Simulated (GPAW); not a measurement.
# STM contrast on a 7-layer slab of Re(0001)

Aim: Tersoff-Hamann images of a 7-layer slab of Re(0001) at several biases.

Program: GPAW 26.7.0. Level of theory: GPAW, PAW setups; slab in vacuum, relaxation, in the first sound run; inputs show where later runs differ. Results are calculated unless marked as measured.

### 1. Set-up

The cell holds 7 atoms: 7 Re. Its edges and angles: a = 2.760 Å, b = 2.760 Å, c = 29.372 Å, α = 90.0°, β = 90.0°, γ = 60.0°. Vacuum lies along c.

As a file:

```
Re
1.0
     2.76000    0.00000    0.00000
     1.38000    2.39023    0.00000
     0.00000    0.00000   29.37220
Re
7
Direct
  0.00000 0.00000 0.27237
  0.66667 0.66667 0.34824
  0.00000 0.00000 0.42412
  0.66667 0.66667 0.50000
  0.00000 0.00000 0.57588
  0.66667 0.66667 0.65176
  0.00000 0.00000 0.72763
```

### 2. Relaxing the atoms

The atoms are relaxed first, since the surface dipole, and with it the work function, follows the positions of the outer layers. The lowest 3 atoms are held at bulk positions and keep their forces.

Contents of run.py:

```python
import json
import numpy as np
from ase import Atoms
from ase.constraints import FixAtoms
from ase.optimize import BFGS
from gpaw import GPAW, PW

slab = Atoms(
    ['Re', 'Re', 'Re', 'Re', 'Re', 'Re', 'Re'],
    positions=[
        [0.00000, 0.00000, 8.00000],
        [2.76000, 1.59349, 10.22870],
        [0.00000, 0.00000, 12.45740],
        [2.76000, 1.59349, 14.68610],
        [0.00000, 0.00000, 16.91480],
        [2.76000, 1.59349, 19.14350],
        [0.00000, 0.00000, 21.37220]],
    cell=[[2.76, 0.0, 0.0], [1.38, 2.39023, 0.0], [0.0, 0.0, 29.3722]],
    pbc=[True, True, False])

slab.calc = GPAW(mode=PW(400), xc='PBE', kpts={'size': (13, 13, 1), 'gamma': True},
                 occupations={'name': 'fermi-dirac', 'width': 0.1}, nbands='160%',
                 convergence={'density': 1e-05}, maxiter=200,
                 poissonsolver={'dipolelayer': 'xy'},
                 symmetry={'tolerance': 1e-3, 'extra_ids': [1, 1, 1, 0, 0, 0, 0]}, txt='slab.txt')
result = {}
slab.set_constraint(FixAtoms([0, 1, 2]))
path = []
opt = BFGS(slab, maxstep=0.2)
opt.attach(lambda: path.append((slab.get_potential_energy(), slab.positions.tolist(), slab.get_forces().tolist())))
result['relaxed'] = bool(opt.run(fmax=0.03, steps=40))
result['path'] = path
energy = slab.get_potential_energy()
fermi = slab.calc.get_fermi_level()
v = slab.calc.get_electrostatic_potential().mean((0, 1)) - fermi
n = slab.calc.get_pseudo_density().mean((0, 1))
L = slab.cell[2, 2]
z = np.arange(len(v)) * L / len(v)
low, high = slab.positions[:, 2].min(), slab.positions[:, 2].max()
below, above = np.interp([low - 5.8, high + 5.8], z, v)
slopes = [np.interp(x, z, np.gradient(v, z)) for x in (low - 5.8, high + 5.8)]
eps = np.array([[slab.calc.get_eigenvalues(k, s) for k in range(len(slab.calc.get_ibz_k_points()))]
                for s in range(slab.calc.get_number_of_spins())]) - fermi
top, bottom = eps[eps < 0].max(), eps[eps > 0].min()
dipole = slab.get_dipole_moment()[2]
print(f'energy {energy:.4f} eV, Fermi level {fermi:.4f} eV, dipole {dipole:.5f} e A')
print(f'potential 5.8 A off the faces, from the Fermi level: lower {below:.4f} eV, upper {above:.4f} eV')
print(f'slope of the potential there: lower {slopes[0]:.5f}, upper {slopes[1]:.5f} eV/A')
print(f'nearest levels on the mesh: {top:.4f} and {bottom:.4f} eV')
print('magnetic moment', round(slab.get_magnetic_moment(), 3))
result.update(energy=energy, fermi=fermi, dipole=dipole, below=below, above=above, slopes=slopes, edges=[top, bottom],
              z=z.tolist(), v=v.tolist(), n=n.tolist(), positions=slab.positions.tolist(),
              forces=slab.get_forces(apply_constraint=False).tolist(), moments=slab.get_magnetic_moments().tolist())
json.dump(result, open('result.json', 'w'))
```

Started as:

```bash
> OMP_NUM_THREADS=1 OPENBLAS_NUM_THREADS=1 python run.py
```

What it wrote:

```text
Step          Energy          fmax
BFGS:    0      -79.132397        1.231086
BFGS:    1      -79.160938        0.930812
BFGS:    2      -79.192007        0.245475
BFGS:    3      -79.194427        0.139509
BFGS:    4      -79.194804        0.117668
BFGS:    5      -79.196120        0.074678
BFGS:    6      -79.196354        0.066904
BFGS:    7      -79.196984        0.089489
BFGS:    8      -79.197451        0.077422
BFGS:    9      -79.198014        0.075604
BFGS:   10      -79.198291        0.078057
BFGS:   11      -79.198511        0.056208
BFGS:   12      -79.198616        0.025295
energy -79.0995 eV, Fermi level 5.3959 eV, dipole 0.00359 e A
potential 5.8 A off the faces, from the Fermi level: lower 5.0148 eV, upper 4.9269 eV
slope of the potential there: lower -0.00022, upper 0.00023 eV/A
nearest levels on the mesh: -0.0127 and 0.0034 eV
magnetic moment 0.0
```

Run time: 38 min. Hardware: 1 thread of Arm Neoverse V2, shared host; peak memory 0.29 GiB.

Step by step:

```
step  energy less that of the first step (eV)  largest force (eV/Å)
   1                                   0.0000                1.2311
   2                                  -0.0293                0.9308
   3                                  -0.0630                0.2455
   4                                  -0.0649                0.1395
   5                                  -0.0653                0.1177
   6                                  -0.0670                0.0747
   7                                  -0.0673                0.0669
   8                                  -0.0680                0.0895
   9                                  -0.0686                0.0774
  10                                  -0.0693                0.0756
  11                                  -0.0696                0.0781
  12                                  -0.0700                0.0562
  13                                  -0.0701                0.0253
```

The atoms that moved most (Å):

```
atom     dx     dy     dz  length
 Re6  0.000  0.000  0.105   0.105
 Re4  0.000  0.000  0.033   0.033
 Re5  0.000  0.000  0.025   0.025
```

Final coordinates:

```
Re
1.0
     2.76000    0.00000    0.00000
     1.38000    2.39023    0.00000
     0.00000    0.00000   29.37220
Re
7
Cartesian
  0.0000 0.0000 8.0000
  2.7600 1.5935 10.2287
  0.0000 0.0000 12.4574
  2.7600 1.5935 14.7195
  0.0000 0.0000 16.9399
  2.7600 1.5935 19.2480
  0.0000 0.0000 21.3709
```

This step gave:

| Item | Value |
| --- | --- |
| dipole along the normal | 0.003592 e·Å |
| levels nearest the Fermi level on the mesh | -0.01273, 0.003432 eV from the Fermi level |
| upper work function | 4.927 eV |
| lower work function | 5.015 eV |

The electrostatic potential energy of an electron (without an applied field's), less the Fermi level, planar mean oscillates, so the rows of the table below give means over windows of 2.2 Å about each position, cut where the curve ends. Its maxima inside the range that stand out by 2 % of the span (Å: eV): 9.1: -2.19, 11.3: -2.28, 13.6: -1.95, 15.8: -2.24, 18.0: -1.61, 20.4: -3.29. Its minima: 8.0: -29.2, 10.3: -29.4, 12.5: -29.4, 14.7: -29.4, 16.9: -29.2, 19.3: -29.3, 21.4: -29.2.

The electrostatic potential energy of an electron (without an applied field's), less the Fermi level, planar mean by z; means over each step:

```
z (Å)  electrostatic potential energy of an electron (without an applied field's), less the Fermi level, planar mean (eV)
 1.10                                                                                                                5.01
 3.30                                                                                                                5.01
 5.50                                                                                                                4.60
 7.70                                                                                                               -13.6
 9.90                                                                                                               -14.6
12.10                                                                                                               -14.5
14.30                                                                                                               -14.3
16.50                                                                                                               -14.5
18.70                                                                                                               -14.0
20.90                                                                                                               -14.9
23.10                                                                                                                2.12
25.30                                                                                                                4.91
27.50                                                                                                                4.93
```

The pseudo valence density, planar mean oscillates, so the rows of the table below give means over windows of 2.31 Å about each position, cut where the curve ends. Its maxima inside the range that stand out by 2 % of the span (Å: e/Å³): 8.0: 1.77, 10.3: 1.75, 12.4: 1.73, 14.7: 1.76, 17.0: 1.75, 19.3: 1.75, 21.4: 1.77. Its minima: 9.0: 0.394, 11.3: 0.379, 13.6: 0.366, 15.7: 0.393, 18.0: 0.343, 20.4: 0.443.

The pseudo valence density, planar mean by z; means over each step:

```
z (Å)  pseudo valence density, planar mean (e/Å³)
 3.46                                      9.8e-5
 5.77                                      0.0320
 8.08                                       0.843
10.39                                       0.867
12.70                                       0.863
15.01                                       0.870
17.32                                       0.855
19.63                                       0.898
21.94                                       0.737
24.25                                     0.00607
26.56                                      1.9e-5
```

The relaxation lowered the energy of the cell by 0.0701 eV (energies extrapolated to zero smearing; the optimiser's log prints free energies). The largest force left on a free atom is 0.025 eV/Å.

### 3. The slab's potential

With the geometry fixed, the planar mean of the potential gives the vacuum level on each side.

This step: GPAW, PAW setups; slab in vacuum (GPAW 26.7.0).

run.py, as its differences from that of step 2:

```diff
@@ -3,4 +3,3 @@
 from ase import Atoms
-from ase.constraints import FixAtoms
-from ase.optimize import BFGS
+from ase.dft.stm import STM
 from gpaw import GPAW, PW
@@ -13,6 +12,6 @@
         [0.00000, 0.00000, 12.45740],
-        [2.76000, 1.59349, 14.68610],
-        [0.00000, 0.00000, 16.91480],
-        [2.76000, 1.59349, 19.14350],
-        [0.00000, 0.00000, 21.37220]],
+        [2.76000, 1.59349, 14.71952],
+        [-0.00000, -0.00000, 16.93986],
+        [2.76000, 1.59349, 19.24800],
+        [-0.00000, -0.00000, 21.37092]],
     cell=[[2.76, 0.0, 0.0], [1.38, 2.39023, 0.0], [0.0, 0.0, 29.3722]],
@@ -24,10 +23,4 @@
                  poissonsolver={'dipolelayer': 'xy'},
-                 symmetry={'tolerance': 1e-3, 'extra_ids': [1, 1, 1, 0, 0, 0, 0]}, txt='slab.txt')
+                 symmetry={'tolerance': 1e-3}, txt='slab.txt')
 result = {}
-slab.set_constraint(FixAtoms([0, 1, 2]))
-path = []
-opt = BFGS(slab, maxstep=0.2)
-opt.attach(lambda: path.append((slab.get_potential_energy(), slab.positions.tolist(), slab.get_forces().tolist())))
-result['relaxed'] = bool(opt.run(fmax=0.03, steps=40))
-result['path'] = path
 energy = slab.get_potential_energy()
@@ -53,2 +46,16 @@
               forces=slab.get_forces(apply_constraint=False).tolist(), moments=slab.get_magnetic_moments().tolist())
+
+# Images need the states of the whole zone, up to time reversal
+slab.calc = slab.calc.fixed_density(symmetry={'point_group': False}, txt='states.txt', nbands='250%',
+                                    convergence={'bands': 'CBM+1.8'})
+stm = STM(slab)
+result['stm'] = []
+for bias in [-2.0, -1.0, 1.5]:
+    height = high + 4.0
+    current = stm.get_averaged_current(bias, height)
+    x, y, h = stm.scan(bias, current)
+    i, f = divmod(height / L * stm.ldos.shape[2], 1)
+    I = abs((1 - f) * stm.ldos[:, :, int(i)] + f * stm.ldos[:, :, int(i) + 1])
+    print(f'bias {bias} V: mean current at 4.0 A {current:.4e}, corrugation {np.ptp(h):.4f} A')
+    result['stm'].append(dict(bias=bias, current=current, h=(h - high).tolist(), I=I.tolist()))
 json.dump(result, open('result.json', 'w'))
```

What it wrote:

```text
energy -79.0995 eV, Fermi level 5.3958 eV, dipole 0.00316 e A
potential 5.8 A off the faces, from the Fermi level: lower 5.0145 eV, upper 4.9274 eV
slope of the potential there: lower -0.00015, upper 0.00017 eV/A
nearest levels on the mesh: -0.0128 and 0.0034 eV
magnetic moment 0.0
bias -2.0 V: mean current at 4.0 A 5.3602e-05, corrugation 0.0142 A
bias -1.0 V: mean current at 4.0 A 3.9937e-05, corrugation 0.0116 A
bias 1.5 V: mean current at 4.0 A 7.5731e-05, corrugation 0.0149 A
```

Run time: 17 min. Hardware: 1 thread; peak memory 0.95 GiB.

This step gave:

```
dipole along the normal                    : 0.003160 e·Å
levels nearest the Fermi level on the mesh : -0.01281, 0.003357 eV from the Fermi level
lower work function                        : 5.014 eV
corrugation -2                             : 0.01416 Å
corrugation -1                             : 0.01162 Å
corrugation 1.5                            : 0.01490 Å
```

The electrostatic potential energy of an electron (without an applied field's), less the Fermi level, planar mean oscillates, so the rows of the table below give means over windows of 2.2 Å about each position, cut where the curve ends. Its maxima inside the range that stand out by 2 % of the span (Å: eV): 9.1: -2.19, 11.3: -2.28, 13.6: -1.96, 15.8: -2.24, 18.0: -1.61, 20.4: -3.29. Its minima: 8.0: -29.2, 10.3: -29.4, 12.5: -29.4, 14.7: -29.4, 16.9: -29.2, 19.3: -29.3, 21.4: -29.2.

Electrostatic potential energy of an electron (without an applied field's), less the Fermi level, planar mean against z; means over each step:

z (Å), electrostatic potential energy of an electron (without an applied field's), less the Fermi level, planar mean (eV) and a bar from the least value:
```
     1.10        5.0 ##############################
     3.30        5.0 ##############################
     5.50        4.6 #############################
     7.70      -13.6 ##
     9.90      -14.6 #
    12.10      -14.5 #
    14.30      -14.3 #
    16.50      -14.5 #
    18.70      -14.0 #
    20.90      -14.9 
    23.10        2.1 ##########################
    25.30        4.9 ##############################
    27.50        4.9 ##############################
```

The pseudo valence density, planar mean oscillates, so the rows of the table below give means over windows of 2.31 Å about each position, cut where the curve ends. Its maxima inside the range that stand out by 2 % of the span (Å: e/Å³): 8.0: 1.77, 10.3: 1.75, 12.4: 1.73, 14.7: 1.76, 17.0: 1.75, 19.3: 1.75, 21.4: 1.77. Its minima: 9.0: 0.394, 11.3: 0.379, 13.6: 0.366, 15.7: 0.393, 18.0: 0.343, 20.4: 0.443.

Pseudo valence density, planar mean against z; means over each step:

z (Å), pseudo valence density, planar mean (e/Å³) and a bar:
```
     3.46       0.00 
     5.77       0.03 #
     8.08       0.84 ############################
    10.39       0.87 #############################
    12.70       0.86 #############################
    15.01       0.87 #############################
    17.32       0.86 #############################
    19.63       0.90 ##############################
    21.94       0.74 #########################
    24.25       0.01 
    26.56       0.00
```

Tip height over the top atom over a1 and a2. Sample bias -2 V, constant current at the mean current 4.0 Å over the top atom.

Ten even steps from '0' (3.992 Å) to '9' (4.006 Å):
```
00135666666531
21235677777653
43345677887765
55555677999776
65555667899876
55555556789876
55566555677776
55567655567776
65567765566666
55567776555555
45556666555433
23555555555321
01355555555310
00245655565420
```
Columns: a1 from 0 to 0.929; rows upwards: a2 from 0 to 0.929.

Local density of states summed over the bias window over a1 and a2. Sample bias -2 V, constant height 4.0 Å over the top atom.

Ten even steps from '_' (5.23 × 1e-5 arbitrary) to '@' (5.45 × 1e-5 arbitrary):
```
____..--++************++--..
::..::--++****######****++--
==----==++**####%%%%####**++
++++==++++****##@@@@@@##****
**++++++++****##%%@@@@%%##**
****************##%%@@%%##**
++++********++++**########**
**++****##****++******##****
********####****************
++++****######****++++++++++
==++++************++++==----
::--==++**********++==--::..
__..--++++**++++**++++--..__
____::==++****++****++==::__
```
Columns: a1 from 0 to 0.929; rows upwards: a2 from 0 to 0.929.

Tip height over the top atom over a1 and a2. Sample bias -1 V, constant current at the mean current 4.0 Å over the top atom.

Ten even steps from '_' (3.994 Å) to '@' (4.006 Å):
```
____..--==++++====++++==--..
::..::--==++**********++==--
==----====++**##%%%%##**++==
==========++**##@@@@@@##**++
============++**%%@@@@%%**++
================**%%@@%%**==
==================**####**==
========++========++******++
========++++========++++++++
========++++++==============
========================----
::--==================--::..
__..--================--..__
____::==================::__
```
Columns: a1 from 0 to 0.929; rows upwards: a2 from 0 to 0.929.

Local density of states summed over the bias window over a1 and a2. Sample bias -1 V, constant height 4.0 Å over the top atom.

Ten even steps from '_' (3.93 × 1e-5 arbitrary) to '@' (4.06 × 1e-5 arbitrary):
```
____..--==++++++++++++==--..
......--==++**********++==--
--------==++**##%%%%##**++==
++======++++**##@@@@@@##**++
++++++++++++++**%%@@@@%%**++
==============++**%%@@%%**++
==--========--==++**####**++
==--==++++++==--==++******++
++====++++++++====++++++++++
++++====++++++====++++======
--==++====++++====++==------
..--==++==========++==--....
__..--==++==----==++==--..__
____..--++++======++++--..__
```
Columns: a1 from 0 to 0.929; rows upwards: a2 from 0 to 0.929.

(Continued in part 2 of 2.)

[Logs are printed without paths, hosts, clocks, repeated set-up lines and the standing remarks that a program may print on its own settings, such as how far it seeks lower states.]

[Hosts, paths, dates, database ids (printed as entryN), source tags and the programs' standing remarks are cut or masked in the printed files.]
